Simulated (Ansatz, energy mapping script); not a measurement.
# NiO in the rock-salt structure: exchange couplings from total energies, part 2 of 3

Wanted: the magnetic order of NiO in the rock-salt structure, its couplings and an estimate of its ordering temperature, by LDA+U (1.2 eV).

LDA with U = 1.2 eV on Ni d, ortho-atomic projectors; plane waves, U on orthogonalised atomic orbitals unless named otherwise, collinear spin, no spin–orbit coupling.

So far. Step 4 (Order 1: parallel, cell A of 4 atoms): The run ends ferromagnetic.

### 5. Order 2: compensated +−, cell A of 4 atoms

This order reverses 6 of the 12 neighbours at 2.97 Å, 6 of the 6 neighbours at 4.20 Å and 12 of the 24 neighbours at 5.15 Å, counted for an average magnetic atom.

Contents of input.yaml:

```yaml
crystal:
  lattice:
    - [0.0, -2.10134405, -2.10134405]
    - [-2.10134405, 0.0, -2.10134405]
    - [2.10134405, 2.10134405, -4.2026881]
  atoms:
    - { symbol: Ni, position: [0.5, 0.5, 0.5], spin: 2.0 }
    - { symbol: Ni, position: [0.0, 0.0, 0.0], spin: -2.0 }
    - { symbol: O, position: [0.75, 0.75, 0.75] }
    - { symbol: O, position: [0.25, 0.25, 0.25] }
magnetization:
  spin_polarized: true
kpoints:
  mp_grid: { grid: [11, 11, 11] }
hamiltonian:
  xc: lda
  hubbard:
    sites:
      - { species: Ni, l: d, u_eff: 1.2 }
      - { site: 0, l: d, u_eff: 1.2, starting_ns: [{ spin: up, occupation_matrix: ni1_major }, { spin: down, occupation_matrix: ni1_minor }] }
      - { site: 1, l: d, u_eff: 1.2, starting_ns: [{ spin: up, occupation_matrix: ni1_minor }, { spin: down, occupation_matrix: ni1_major }] }
    projectors: ortho-atomic
    occupation_matrices:
      ni1_major:
        matrix:
          - [0.973, 0.0, 0.0, 0.0, 0.0]
          - [0.0, 0.996, 0.0, 0.0, 0.0]
          - [0.0, 0.0, 0.996, 0.0, 0.0]
          - [0.0, 0.0, 0.0, 0.973, 0.0]
          - [0.0, 0.0, 0.0, 0.0, 0.996]
      ni1_minor:
        matrix:
          - [0.289, 0.0, 0.0, 0.0, 0.0]
          - [0.0, 0.988, 0.0, 0.0, 0.0]
          - [0.0, 0.0, 0.988, 0.0, 0.0]
          - [0.0, 0.0, 0.0, 0.289, 0.0]
          - [0.0, 0.0, 0.0, 0.0, 0.988]
scf:
  occupations: { method: fermi_dirac, width: 0.05 }
output:
  eigenvalues: true
  write_density: true
  write_potential: true
  elf: true
  volumetric_format: npy
```

Command:

```console
ansatz run input.yaml --threads 4 --pin off --max-ram 8192MiB --backend cpu --events-out ev --progress --plain --runs-dir out
```

Numbers of over 12 decimals in the logs are rounded to 6 here.

Output:

```text
[...]
Crystal: 4 atoms, lattice volume = 37.115 Å³
Basis set: ecut = 420 eV, 707 PW (Γ)
Bands: 32, of which v1, the nominal top of the filled ones, is band 24 counted from 1 (23 counted from 0)
Symmetry: 12 space group operations
[...]
k-points: 146 of 1331
[...]
Starting moments: Σ|m| = 4 μB on 2 of 4 sites
Starting magnetic order: antiferromagnet; a translation exchanges its spin sublattices: spin-degenerate at every k-point
[...]
SCF iter   1: F=—  HF=-12659.798325 eV  |F-HF|=—  |Δ(HF+E_count)|=         —  Δρ=2.64e-1 (↑2.64e-1 ↓2.64e-1)  dr2=5.35e1  dr2_m=8.31e0  M=0.000 μB ∫|m|=1.072 μB  β_m=0.30  ethr=3.10e-3  ⟨swp⟩=5.4  Hψ=16898  notcnv=0  defer=46
[...]
SCF iter  14: F=-12653.646664 eV  HF=-12653.646664 eV  |F-HF|=3.06e-9  |Δ(HF+E_count)|=  6.48e-10  Δρ=2.01e-6 (↑2.01e-6 ↓2.01e-6)  dr2=3.23e-9  dr2_m=3.63e-10  M=0.000 μB ∫|m|=2.997 μB  ethr=2.08e-10  ⟨swp⟩=8.3  Hψ=14105  notcnv=0
SCF 1 converged in 14 iterations: F = -12653.646664 eV  dr2 = 3.23e-9
[...]
SCF converged after 14 iterations
Magnetization: 0.0000 μB (24.0000 up, 24.0000 down)
Absolute magnetization: 2.9963 μB (∫|ρ↑−ρ↓|, with the PAW one-centre terms)
[...]
Per-site moments (μB) at R_I (Å): [(1.364036, 0.866804420625), (-1.364036, 0.866804420625), (-4.403950384468826e-17, 0.866804420625), (2.1203543286821445e-17, 0.866804420625)]
Free energy (F): -12653.646664 eV
[...]
Internal energy: -12653.646662 eV  (E = F + TS)
E sigma→0 (E₀):  -12653.646663 eV
Entropy (-TS):   -0.000002 eV (-0.000 meV/atom)
Fermi energy:    13.395285 eV
[...]
--- Specified on-site occupations, and those of the state reported ---
  electrons in the specified blocks: 16.9520 specified, 17.0075 found
[...]
--- Band table (eV; the first three rows and the last of 292) ---
  k-point 0 ↑: bands = [... 20 lower, 11.2810, 12.1427, 12.1427, 12.4031, 14.9890, 14.9890, 15.1324, 19.1080, ... 4 higher]
  k-point 1 ↑: bands = [... 20 lower, 11.5034, 12.1443, 12.1443, 12.3819, 14.9576, 14.9576, 15.2927, 19.0943, ... 4 higher]
  k-point 2 ↑: bands = [... 20 lower, 11.8078, 12.1802, 12.1802, 12.3221, 14.8676, 14.8676, 15.7150, 19.0283, ... 4 higher]
  k-point 145 ↓: bands = [... 20 lower, 12.2036, 12.3470, 12.5044, 12.6517, 14.4753, 14.6287, 21.4671, 21.6768, ... 4 higher]
Occupation matrices written to <dir>
```

Elapsed: 6.6 s, on 4 threads of Arm Neoverse V1, shared host; peak memory 0.53 GiB.

Spin moment in the sphere by atom:

| atom | spin moment in the sphere (μB) |
| --- | --- |
| Ni1 | 1.36 |
| Ni2 | -1.36 |
| O3 | 0.00 |
| O4 | 0.00 |

The run ends antiferromagnetic, 266.62 meV a magnetic atom below the parallel order of its cell.

Spin density in the ac plane at fractional y = 0.000, with atoms of Ni within 0.2 Å of it.

Values in e/Å³, 24 rows by 15 columns, each cell a mean:
```
-3.7 -3.3 -1.7 -0.5 -0.1  0.0  0.0  0.0  0.0  0.0  0.0  0.0 -0.2 -0.8 -2.4
-1.0 -1.0 -1.1 -0.5 -0.2  0.0  0.0  0.0  0.0  0.0  0.0  0.0 -0.1 -0.4 -1.0
-0.2  0.0 -0.2 -0.2 -0.1  0.0  0.0  0.0  0.0  0.0  0.0  0.0  0.0 -0.1 -0.2
 0.0  0.0  0.0  0.0  0.0  0.0  0.0  0.0  0.0  0.0  0.0  0.0  0.0  0.0  0.0
 0.0  0.0  0.0  0.0  0.0  0.0  0.0  0.0  0.0  0.0  0.0  0.0  0.0  0.0  0.0
 0.0  0.0  0.0  0.0  0.0  0.0  0.0  0.0  0.0  0.0  0.0  0.0  0.0  0.0  0.0
 0.0  0.0  0.0  0.0  0.0  0.0  0.0  0.0  0.0  0.0  0.0  0.0  0.0  0.0  0.0
 0.0  0.0  0.0  0.0  0.0  0.0  0.0  0.0  0.0  0.0  0.0  0.0  0.0  0.0  0.0
 0.0  0.0  0.0  0.0  0.0  0.0  0.0  0.0  0.0  0.0  0.0  0.0  0.0  0.0  0.0
 0.0  0.0  0.0  0.0  0.0  0.0  0.0  0.0  0.0  0.0  0.0  0.0  0.0  0.0  0.0
 0.0  0.0  0.0  0.0  0.0  0.0  0.0  0.0  0.0  0.0  0.0  0.0  0.0  0.0  0.0
 0.0  0.0  0.0  0.0  0.0  0.0  0.0  0.0  0.0  0.0  0.0  0.0  0.0  0.0  0.0
 0.0  0.0  0.0  0.0  0.0  0.0  0.0  0.0  0.0  0.0  0.0  0.0  0.0  0.0  0.0
 0.0  0.0  0.0  0.0  0.0  0.0  0.0  0.0  0.0  0.0  0.0  0.0  0.0  0.0  0.0
 0.0  0.0  0.0  0.0  0.0  0.0  0.0  0.0  0.0  0.0  0.0  0.0  0.0  0.0  0.0
 0.0  0.0  0.0  0.0  0.0  0.0  0.0  0.0  0.0  0.0  0.0  0.0  0.0  0.0  0.0
 0.0  0.0  0.0  0.0  0.0  0.0  0.0  0.0  0.0  0.0  0.0  0.0  0.0  0.0  0.0
 0.0  0.0  0.0  0.0  0.0  0.0  0.0  0.0  0.0  0.0  0.0  0.0  0.0  0.0  0.0
 0.0  0.0  0.0  0.0  0.0  0.0  0.0  0.0  0.0  0.0  0.0  0.0  0.0  0.0  0.0
 0.0  0.0  0.0  0.0  0.0  0.0  0.0  0.0  0.0  0.0  0.0  0.0  0.0  0.0  0.0
-0.2 -0.2 -0.1  0.0  0.0  0.0  0.0  0.0  0.0  0.0  0.0 -0.1 -0.2 -0.2  0.0
-0.9 -0.9 -0.4 -0.1  0.0  0.0  0.0  0.0  0.0  0.0  0.0 -0.2 -0.5 -1.0 -0.9
-3.5 -2.3 -0.8 -0.2  0.0  0.0  0.0  0.0  0.0  0.0  0.0 -0.1 -0.5 -1.7 -3.1
-5.6 -3.8 -1.1 -0.2  0.0  0.0  0.0  0.0  0.0  0.0  0.0 -0.1 -0.2 -1.2 -3.9
```
Columns run along a (3.0 Å), rows up along c (5.1 Å). Atoms in or near the plane, at fractional coordinates: Ni at (0.00, 0.00).

ELF in the ac plane at fractional y = 0.000, with atoms of Ni within 0.2 Å of it. It is the smooth field of the valence electrons, not physical close to the nuclei.

Ten even steps from '_' (0.06) to '@' (0.82):
```
####++--::..__________..::==**
++++==::..____......____..::--
--==--..____..--====::..__..::
::--::..____--**####**==..__..
__....____..++##%%@@%%##==..__
__________::**%%@@@@@@@@##==..
__________::++%%@@@@@@@@%%**::
..________::==##@@@@@@@@%%**--
..________..--++##@@@@@@%%**--
..__________..--++**####**==::
______________..::--====--::..
__________________..........__
______________________________
____..........________________
__..::--====--::..____________
..::==**####**++--..__________
..--**%%@@@@@@##++--..________
..--**%%@@@@@@@@##==::________
__::**%%@@@@@@@@%%++::________
__..==##@@@@@@@@%%**::________
____..==##%%@@%%##++..____....
::..__..==**####**--____..::--
--::..__..::====--..____..--==
++--::..____......____..::==++
##**==::..__________..::--++##
%%##++--::____________::--++##
```
Columns run along a (3.0 Å), rows up along c (5.1 Å). Atoms in or near the plane, at fractional coordinates: Ni at (0.00, 0.00).

### 6. Order 3: parallel, cell B of 4 atoms

A new cell needs its own zero of energy.

This run holds the same structure in another cell (c 5.147 → 4.203 Å, α 73.2 → 90.0°, β 73.2 → 90.0°, γ 60.0 → 90.0°).

Contents of input.yaml:

```yaml
crystal:
  lattice:
    - [0.0, -2.10134405, -2.10134405]
    - [0.0, 2.10134405, -2.10134405]
    - [4.2026881, 0.0, 0.0]
  atoms:
    - { symbol: Ni, position: [0.5, 0.5, 0.5], spin: 2.0 }
    - { symbol: Ni, position: [0.0, 0.0, 0.0], spin: 2.0 }
    - { symbol: O, position: [0.5, 0.5, 0.0] }
    - { symbol: O, position: [0.0, 0.0, 0.5] }
magnetization:
  spin_polarized: true
kpoints:
  mp_grid: { grid: [9, 9, 7] }
hamiltonian:
  xc: lda
  hubbard:
    sites:
      - { species: Ni, l: d, u_eff: 1.2 }
      - { site: 0, l: d, u_eff: 1.2, starting_ns: [{ spin: up, occupation_matrix: ni1_major }, { spin: down, occupation_matrix: ni1_minor }] }
      - { site: 1, l: d, u_eff: 1.2, starting_ns: [{ spin: up, occupation_matrix: ni1_major }, { spin: down, occupation_matrix: ni1_minor }] }
    projectors: ortho-atomic
    occupation_matrices:
      ni1_major:
        matrix:
          - [0.973, 0.0, 0.0, 0.0, 0.0]
          - [0.0, 0.996, 0.0, 0.0, 0.0]
          - [0.0, 0.0, 0.996, 0.0, 0.0]
          - [0.0, 0.0, 0.0, 0.973, 0.0]
          - [0.0, 0.0, 0.0, 0.0, 0.996]
      ni1_minor:
        matrix:
          - [0.289, 0.0, 0.0, 0.0, 0.0]
          - [0.0, 0.988, 0.0, 0.0, 0.0]
          - [0.0, 0.0, 0.988, 0.0, 0.0]
          - [0.0, 0.0, 0.0, 0.289, 0.0]
          - [0.0, 0.0, 0.0, 0.0, 0.988]
scf:
  occupations: { method: fermi_dirac, width: 0.05 }
output:
  eigenvalues: true
```

Output:

```text
[...]
Crystal: 4 atoms, lattice volume = 37.115 Å³
Basis set: ecut = 420 eV, 699 PW (Γ)
Bands: 32, of which v1, the nominal top of the filled ones, is band 24 counted from 1 (23 counted from 0)
Symmetry: 32 space group operations
[...]
k-points: 60 of 567
[...]
Starting moments: Σ|m| = 4 μB on 2 of 4 sites
[...]
k-point 1 ↑: bands = [... 20 lower, 10.9787, 10.9787, 11.1743, 11.1863, 11.4527, 11.4527, 15.4802, 19.5108, ... 4 higher]
  k-point 2 ↑: bands = [... 20 lower, 11.3476, 11.3476, 11.5038, 11.5536, 11.5754, 11.5754, 16.7055, 19.6618, ... 4 higher]
  k-point 59 ↓: bands = [... 20 lower, 12.5346, 12.5489, 13.7840, 13.8247, 14.5217, 14.5320, 22.0737, 22.1232, ... 4 higher]
Occupation matrices written to <dir>
[key lines of the parts left out:]
SCF converged after 15 iterations
Magnetization: 3.5523 μB (25.7762 up, 22.2238 down)
Free energy (F): -12653.124678 eV
Fermi energy:    13.475223 eV
```

Run time: 4.1 s. Hardware: 4 threads; peak memory 0.39 GiB.

The run ends ferromagnetic. For each magnetic atom its energy differs from the parallel run of the first cell by -1.27 meV, an error that one common reference would have brought in.

### 7. Order 4: compensated +−, cell B of 4 atoms

This order reverses 8 of the 12 neighbours at 2.97 Å, 0 of the 6 neighbours at 4.20 Å and 16 of the 24 neighbours at 5.15 Å, counted for an average magnetic atom.

Edit input.yaml of step 6 so:

```diff
@@ -7,3 +7,3 @@
     - { symbol: Ni, position: [0.5, 0.5, 0.5], spin: 2.0 }
-    - { symbol: Ni, position: [0.0, 0.0, 0.0], spin: 2.0 }
+    - { symbol: Ni, position: [0.0, 0.0, 0.0], spin: -2.0 }
     - { symbol: O, position: [0.5, 0.5, 0.0] }
@@ -20,3 +20,3 @@
       - { site: 0, l: d, u_eff: 1.2, starting_ns: [{ spin: up, occupation_matrix: ni1_major }, { spin: down, occupation_matrix: ni1_minor }] }
-      - { site: 1, l: d, u_eff: 1.2, starting_ns: [{ spin: up, occupation_matrix: ni1_major }, { spin: down, occupation_matrix: ni1_minor }] }
+      - { site: 1, l: d, u_eff: 1.2, starting_ns: [{ spin: up, occupation_matrix: ni1_minor }, { spin: down, occupation_matrix: ni1_major }] }
     projectors: ortho-atomic
```

Output:

```text
[...]
Crystal: 4 atoms, lattice volume = 37.115 Å³
Basis set: ecut = 420 eV, 699 PW (Γ)
Bands: 32, of which v1, the nominal top of the filled ones, is band 24 counted from 1 (23 counted from 0)
Symmetry: 16 space group operations
[...]
k-points: 60 of 567
[...]
Starting moments: Σ|m| = 4 μB on 2 of 4 sites
[...]
k-point 1 ↑: bands = [... 20 lower, 11.2340, 11.2737, 12.2029, 12.2029, 13.0914, 13.6102, 15.6752, 19.7383, ... 4 higher]
  k-point 2 ↑: bands = [... 20 lower, 11.5669, 11.5926, 12.3544, 12.3544, 13.0854, 13.8473, 16.9515, 19.9276, ... 4 higher]
  k-point 59 ↓: bands = [... 20 lower, 12.1502, 12.1601, 12.2779, 12.5115, 13.7422, 14.4631, 21.6652, 22.0167, ... 4 higher]
Occupation matrices written to <dir>
[key lines of the parts left out:]
SCF converged after 15 iterations
Magnetization: 0.0000 μB (24.0000 up, 24.0000 down)
Free energy (F): -12653.042150 eV
Fermi energy:    13.521576 eV
```

The job ended after 2.1 s (4 threads; peak memory 0.39 GiB).

The run ends antiferromagnetic, 42.49 meV a magnetic atom above the parallel order of its cell (energies taken at zero occupation width, not the printed F).

### 8. Parallel start in cell C (6 atoms)

A new cell needs its own zero of energy.

Contents of input.yaml:

```yaml
crystal:
  lattice:
    - [0.0, -2.10134405, -2.10134405]
    - [-4.2026881, 0.0, 0.0]
    - [2.10134405, 4.2026881, -2.10134405]
  atoms:
    - { symbol: Ni, position: [0.666666667, 0.666666667, 0.333333333], spin: 2.0 }
    - { symbol: Ni, position: [0.333333333, 0.333333333, 0.666666667], spin: 2.0 }
    - { symbol: Ni, position: [0.0, 0.0, 0.0], spin: 2.0 }
    - { symbol: O, position: [0.666666667, 0.166666667, 0.333333333] }
    - { symbol: O, position: [0.333333333, 0.833333333, 0.666666667] }
    - { symbol: O, position: [0.0, 0.5, 0.0] }
magnetization:
  spin_polarized: true
kpoints:
  mp_grid: { grid: [10, 10, 10] }
hamiltonian:
  xc: lda
  hubbard:
    sites:
      - { species: Ni, l: d, u_eff: 1.2 }
      - { site: 0, l: d, u_eff: 1.2, starting_ns: [{ spin: up, occupation_matrix: ni1_major }, { spin: down, occupation_matrix: ni1_minor }] }
      - { site: 1, l: d, u_eff: 1.2, starting_ns: [{ spin: up, occupation_matrix: ni1_major }, { spin: down, occupation_matrix: ni1_minor }] }
      - { site: 2, l: d, u_eff: 1.2, starting_ns: [{ spin: up, occupation_matrix: ni1_major }, { spin: down, occupation_matrix: ni1_minor }] }
    projectors: ortho-atomic
    occupation_matrices:
      ni1_major:
        matrix:
          - [0.973, 0.0, 0.0, 0.0, 0.0]
          - [0.0, 0.996, 0.0, 0.0, 0.0]
          - [0.0, 0.0, 0.996, 0.0, 0.0]
          - [0.0, 0.0, 0.0, 0.973, 0.0]
          - [0.0, 0.0, 0.0, 0.0, 0.996]
      ni1_minor:
        matrix:
          - [0.289, 0.0, 0.0, 0.0, 0.0]
          - [0.0, 0.988, 0.0, 0.0, 0.0]
          - [0.0, 0.0, 0.988, 0.0, 0.0]
          - [0.0, 0.0, 0.0, 0.289, 0.0]
          - [0.0, 0.0, 0.0, 0.0, 0.988]
scf:
  occupations: { method: fermi_dirac, width: 0.05 }
output:
  eigenvalues: true
```

Output:

```text
[...]
Crystal: 6 atoms, lattice volume = 55.673 Å³
Basis set: ecut = 420 eV, 1089 PW (Γ)
Bands: 47, of which v1, the nominal top of the filled ones, is band 36 counted from 1 (35 counted from 0)
Symmetry: 24 space group operations
[...]
k-points: 171 of 1000
[...]
Starting moments: Σ|m| = 6 μB on 3 of 6 sites
[...]
k-point 1 ↑: bands = [... 32 lower, 11.2486, 11.4410, 11.5745, 11.6248, 11.7098, 12.3389, 13.2469, 15.1964, ... 7 higher]
  k-point 2 ↑: bands = [... 32 lower, 11.3236, 11.5019, 11.6092, 11.6748, 11.7459, 11.7714, 13.4967, 15.7771, ... 7 higher]
  k-point 170 ↓: bands = [... 32 lower, 12.6905, 13.7515, 14.4761, 14.8156, 15.2183, 15.3472, 15.5416, 20.0594, ... 7 higher]
Occupation matrices written to <dir>
[key lines of the parts left out:]
SCF converged after 16 iterations
Magnetization: 5.3410 μB (38.6705 up, 33.3295 down)
Free energy (F): -18979.683329 eV
Fermi energy:    13.460896 eV
```

It took 29 s on 4 threads; peak memory 0.93 GiB.

The run ends ferromagnetic. For each magnetic atom its energy differs from the parallel run of the first cell by 0.09 meV, an error that one common reference would have brought in.

### 9. Order 6: uncompensated ++−, cell C of 6 atoms

This order reverses 6.67 of the 12 neighbours at 2.97 Å, 2.67 of the 6 neighbours at 4.20 Å and 8 of the 24 neighbours at 5.15 Å, counted for an average magnetic atom.

Edit input.yaml of step 8 so:

```diff
@@ -8,3 +8,3 @@
     - { symbol: Ni, position: [0.333333333, 0.333333333, 0.666666667], spin: 2.0 }
-    - { symbol: Ni, position: [0.0, 0.0, 0.0], spin: 2.0 }
+    - { symbol: Ni, position: [0.0, 0.0, 0.0], spin: -2.0 }
     - { symbol: O, position: [0.666666667, 0.166666667, 0.333333333] }
@@ -23,3 +23,3 @@
       - { site: 1, l: d, u_eff: 1.2, starting_ns: [{ spin: up, occupation_matrix: ni1_major }, { spin: down, occupation_matrix: ni1_minor }] }
-      - { site: 2, l: d, u_eff: 1.2, starting_ns: [{ spin: up, occupation_matrix: ni1_major }, { spin: down, occupation_matrix: ni1_minor }] }
+      - { site: 2, l: d, u_eff: 1.2, starting_ns: [{ spin: up, occupation_matrix: ni1_minor }, { spin: down, occupation_matrix: ni1_major }] }
     projectors: ortho-atomic
```

Output:

```text
[...]
Crystal: 6 atoms, lattice volume = 55.673 Å³
Basis set: ecut = 420 eV, 1089 PW (Γ)
Bands: 47, of which v1, the nominal top of the filled ones, is band 36 counted from 1 (35 counted from 0)
Symmetry: 8 space group operations
[...]
k-points: 171 of 1000
[...]
Starting moments: Σ|m| = 6 μB on 3 of 6 sites
[...]
k-point 1 ↑: bands = [... 32 lower, 11.6499, 11.9379, 12.0345, 12.3748, 12.7966, 13.6818, 14.5800, 15.3108, ... 7 higher]
  k-point 2 ↑: bands = [... 32 lower, 11.7187, 12.0276, 12.0408, 12.3710, 12.6078, 13.6672, 14.6877, 15.8999, ... 7 higher]
  k-point 170 ↓: bands = [... 32 lower, 12.5719, 12.5991, 13.0265, 14.3587, 14.9216, 15.0324, 15.4497, 19.9687, ... 7 higher]
Occupation matrices written to <dir>
[key lines of the parts left out:]
SCF converged after 18 iterations
Magnetization: 1.9668 μB (36.9834 up, 35.0166 down)
Free energy (F): -18980.013915 eV
Fermi energy:    13.426455 eV
```

Elapsed: 33 s, on 4 threads; peak memory 0.94 GiB.

The run ends ferrimagnetic, 113.81 meV a magnetic atom below the parallel order of its cell (energies taken at zero occupation width, not the printed F).

(Part 2 of 3 ends here.)

[Logs and program files are shortened in this print: banners, set-up blocks, solver, clock and traceback lines can be left out without a mark of their own.]

[Logs are printed without paths, hosts, clocks, repeated set-up lines and the standing remarks that a program may print on its own settings, such as how far it seeks lower states.]

[Hosts, paths, dates, database ids (printed as entryN), source tags and the programs' standing remarks are cut or masked in the printed files.]

[Where a cell is said to come from a database of computed structures, the database is the Materials Project.]
